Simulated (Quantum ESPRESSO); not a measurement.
## GaP (F-43m): phonon frequency against volume, with a fit

Aim: the Grüneisen parameter and the pressure coefficient of an optical mode of GaP (F-43m).

Main program and level: Quantum ESPRESSO 7.5; DFT PBE, scalar-relativistic, plane waves, PseudoDojo norm-conserving pseudopotentials.

### 1. The relaxed structure

The structure is cubic, space group F-43m (No. 216). The conventional cell has a = 5.508 Å, b = 5.508 Å, c = 5.508 Å, α = 90.00°, β = 90.00°, γ = 90.00°. Nearest to Ga lie 4 P at 2.39 Å. P has 4 Ga at 2.39 Å nearest. Farther neighbours are not listed.

This is the cell after its relaxation at this level of theory, not the database cell from which that began.

### 2. Runs at several volumes

The relaxed cell is scaled uniformly; in this structure symmetry fixes all atoms, so nothing has to be relaxed anew. Each volume gets a ground state and a response at Γ. The mode followed is the highest one without the macroscopic field, of symmetry T2; longitudinal polar modes lie higher. Cutoff 88 Ry, k mesh 8×8×8.

From the response at V/V₀ = 0.94:

Log:

```text
[banners, grids, parts of the stress and lines that vanish by symmetry left out]
Program PHONON v.7.5
     Reading xml data from directory:

[...]
Exchange-correlation= PBE
                           (   1   4   3   4   0   0   0)
[...]
kinetic-energy cut-off    =      88.0000  Ry
     charge density cut-off    =     352.0000  Ry
     convergence threshold     =      1.0E-18
[...]
Exchange-correlation= PBE
                           (   1   4   3   4   0   0   0)
[...]
q = (   0.0000000   0.0000000   0.0000000 )
     25 Sym.Ops. (with q -> -q+G )
     G cutoff =  463.4993  (  29603 G-vectors)     FFT grid: ( 45, 45, 45)
     number of k points=    29
[...]
Mode symmetry, T_d (-43m)  point group:
[...]
Dielectric constant
[...]
End of electric fields calculation
          Dielectric constant in cartesian axis
          (      10.946169155      -0.000000000      -0.000000000 )
          (      -0.000000000      10.946169155       0.000000000 )
          (      -0.000000000       0.000000000      10.946169155 )
          Effective charges (d Force / dE) in cartesian axis without acoustic sum rule applied (asr)
           atom    1  Ga    Mean Z*:        2.09486
      Ex  (        2.09486        0.00000       -0.00000 )
      Ey  (       -0.00000        2.09486       -0.00000 )
      Ez  (        0.00000        0.00000        2.09486 )
           atom    2  P     Mean Z*:       -2.19559
      Ex  (       -2.19559       -0.00000        0.00000 )
      Ey  (       -0.00000       -2.19559       -0.00000 )
      Ez  (       -0.00000       -0.00000       -2.19559 )
          Effective charges Sum: Mean:       -0.10073
[...]
Effective charges (d Force / dE) in cartesian axis with asr applied:
           atom    1  Ga    Mean Z*:        2.14523
[...]
atom    2  P     Mean Z*:       -2.14523
[...]
Representation #   1 modes #   1   2   3
[...]
End of self-consistent calculation
     Convergence has been achieved
     Representation #   2 modes #   4   5   6
[...]
End of self-consistent calculation
     Convergence has been achieved
[...]
Dielectric constant in cartesian axis
          (      10.946169155      -0.000000000      -0.000000000 )
          (      -0.000000000      10.946169155       0.000000000 )
          (      -0.000000000       0.000000000      10.946169155 )
          Effective charges (d Force / dE) in cartesian axis without acoustic sum rule applied (asr)
           atom    1  Ga    Mean Z*:        2.09486
      Ex  (        2.09486        0.00000       -0.00000 )
      Ey  (       -0.00000        2.09486       -0.00000 )
      Ez  (        0.00000        0.00000        2.09486 )
           atom    2  P     Mean Z*:       -2.19559
      Ex  (       -2.19559       -0.00000        0.00000 )
      Ey  (       -0.00000       -2.19559       -0.00000 )
      Ez  (       -0.00000       -0.00000       -2.19559 )
          Effective charges Sum: Mean:       -0.10073
[...]
Effective charges (d Force / dE) in cartesian axis with asr applied:
           atom    1  Ga    Mean Z*:        2.14523
[...]
atom    2  P     Mean Z*:       -2.14523
[...]
q = (    0.000000000   0.000000000   0.000000000 )
[...]
freq (    1) =       0.057124 [THz] =       1.905447 [cm-1]
     freq (    2) =       0.057124 [THz] =       1.905447 [cm-1]
     freq (    3) =       0.057124 [THz] =       1.905447 [cm-1]
     freq (    4) =      11.146564 [THz] =     371.809359 [cm-1]
     freq (    5) =      11.146564 [THz] =     371.809359 [cm-1]
     freq (    6) =      11.146564 [THz] =     371.809359 [cm-1]
[...]
Mode symmetry, T_d (-43m)  point group:
     freq (   1-   3) =          1.9  [cm-1]   --> T_2  G_15 P_4   I+R
     freq (   4-   6) =        371.8  [cm-1]   --> T_2  G_15 P_4   I+R

   JOB DONE.
```

One volume, V/V₀ = 0.97, is held back as a test.

```
V/V₀  volume (Å³/atom)  pressure (GPa)   ω (cm⁻¹)
0.94            19.636            5.46     371.81
0.97            20.263            2.51  held back
   1            20.890            0.00     344.90
1.03            21.516           -2.12     332.59
1.06            22.143           -3.91     320.93
```

### 3. The fit

The mode Grüneisen parameter is γ = −d ln ω / d ln V.

| ln(V/V₀) | ln ω |
| --- | --- |
| -0.0619 | 5.9184 |
| 0.0000 | 5.8433 |
| 0.0296 | 5.8069 |
| 0.0583 | 5.7712 |

A straight line through these points has the slope -1.224, so γ = 1.22; at V/V₀ = 0.97 it predicts ω = exp(5.8429 + 0.0373) = 357.87 cm⁻¹.

A parabola of pressure against ln V through V/V₀ = 0.97, 1 and 1.03 gives the bulk modulus B = −dP/d ln V = 77 GPa at V₀. With ω₀ from the fitted line the pressure coefficient follows as dω/dP = γ ω₀ / B = 1.22 × 344.8 / 77 = 5.49 cm⁻¹/GPa.

### 4. The run that was held back

Log:

```text
[banners, grids, parts of the stress and lines that vanish by symmetry left out]
[banner, memory and clock lines left out]
Program PHONON v.7.5

[...]
Exchange-correlation= PBE
                           (   1   4   3   4   0   0   0)
[...]
kinetic-energy cut-off    =      88.0000  Ry
     charge density cut-off    =     352.0000  Ry
     convergence threshold     =      1.0E-18
[...]
Exchange-correlation= PBE
                           (   1   4   3   4   0   0   0)
[...]
q = (   0.0000000   0.0000000   0.0000000 )
     25 Sym.Ops. (with q -> -q+G )
     G cutoff =  473.3093  (  30467 G-vectors)     FFT grid: ( 45, 45, 45)
     number of k points=    29
[...]
Mode symmetry, T_d (-43m)  point group:
[...]
Dielectric constant
[...]
End of electric fields calculation
          Dielectric constant in cartesian axis
          (      11.279154589      -0.000000000       0.000000000 )
          (      -0.000000000      11.279154589       0.000000000 )
          (      -0.000000000       0.000000000      11.279154589 )
          Effective charges (d Force / dE) in cartesian axis without acoustic sum rule applied (asr)
           atom    1  Ga    Mean Z*:        2.14738
      Ex  (        2.14738       -0.00000       -0.00000 )
      Ey  (       -0.00000        2.14738        0.00000 )
      Ez  (       -0.00000        0.00000        2.14738 )
           atom    2  P     Mean Z*:       -2.25201
      Ex  (       -2.25201        0.00000        0.00000 )
      Ey  (        0.00000       -2.25201       -0.00000 )
      Ez  (        0.00000        0.00000       -2.25201 )
[...]
Representation #   1 modes #   1   2   3
[...]
End of self-consistent calculation
     Convergence has been achieved
     Representation #   2 modes #   4   5   6
[...]
End of self-consistent calculation
     Convergence has been achieved
[...]
Dielectric constant in cartesian axis
          (      11.279154589      -0.000000000       0.000000000 )
          (      -0.000000000      11.279154589       0.000000000 )
          (      -0.000000000       0.000000000      11.279154589 )
          Effective charges (d Force / dE) in cartesian axis without acoustic sum rule applied (asr)
           atom    1  Ga    Mean Z*:        2.14738
      Ex  (        2.14738       -0.00000       -0.00000 )
      Ey  (       -0.00000        2.14738        0.00000 )
      Ez  (       -0.00000        0.00000        2.14738 )
           atom    2  P     Mean Z*:       -2.25201
      Ex  (       -2.25201        0.00000        0.00000 )
      Ey  (        0.00000       -2.25201       -0.00000 )
      Ez  (        0.00000        0.00000       -2.25201 )
          Effective charges Sum: Mean:       -0.10464
[...]
Effective charges (d Force / dE) in cartesian axis with asr applied:
           atom    1  Ga    Mean Z*:        2.19970
[...]
atom    2  P     Mean Z*:       -2.19970
[...]
q = (    0.000000000   0.000000000   0.000000000 )
[...]
freq (    1) =      -0.072124 [THz] =      -2.405790 [cm-1]
     freq (    2) =      -0.072124 [THz] =      -2.405790 [cm-1]
     freq (    3) =      -0.072124 [THz] =      -2.405790 [cm-1]
     freq (    4) =      10.731006 [THz] =     357.947819 [cm-1]
     freq (    5) =      10.731006 [THz] =     357.947819 [cm-1]
     freq (    6) =      10.731006 [THz] =     357.947819 [cm-1]
[...]
Mode symmetry, T_d (-43m)  point group:
     freq (   1-   3) =         -2.4  [cm-1]   --> T_2  G_15 P_4   I+R
     freq (   4-   6) =        357.9  [cm-1]   --> T_2  G_15 P_4   I+R
```

It gives 357.95 cm⁻¹ against the predicted 357.87 cm⁻¹, a miss of 0.08 cm⁻¹.

### 5. Results

```
mode Grüneisen parameter : 1.224
bulk modulus             : 76.9 GPa
pressure coefficient     : 5.49 cm⁻¹/GPa
```

The highest optical mode of GaP (F-43m) without the LO-TO term stiffens by 5.49 cm⁻¹ a GPa near the relaxed volume, with γ = 1.22. The power law meets all 5 runs within 0.04 %; between neighbouring volumes γ runs from 1.21 to 1.24. Such a coefficient turns a measured shift of this mode into a hydrostatic stress; uniaxial or biaxial stress splits the mode and needs deformation potentials. These are harmonic values at zero temperature for the structure held cubic, which a run at Γ can't show to be stable; the bulk modulus rests on three points.

[Host names and launcher messages were left out of these logs when they were recorded.]

[Logs are printed without paths, hosts, clocks, repeated set-up lines and the standing remarks that a program may print on its own settings, such as how far it seeks lower states.]

[Hosts, paths, dates, database ids (printed as entryN), source tags and the programs' standing remarks are cut or masked in the printed files.]
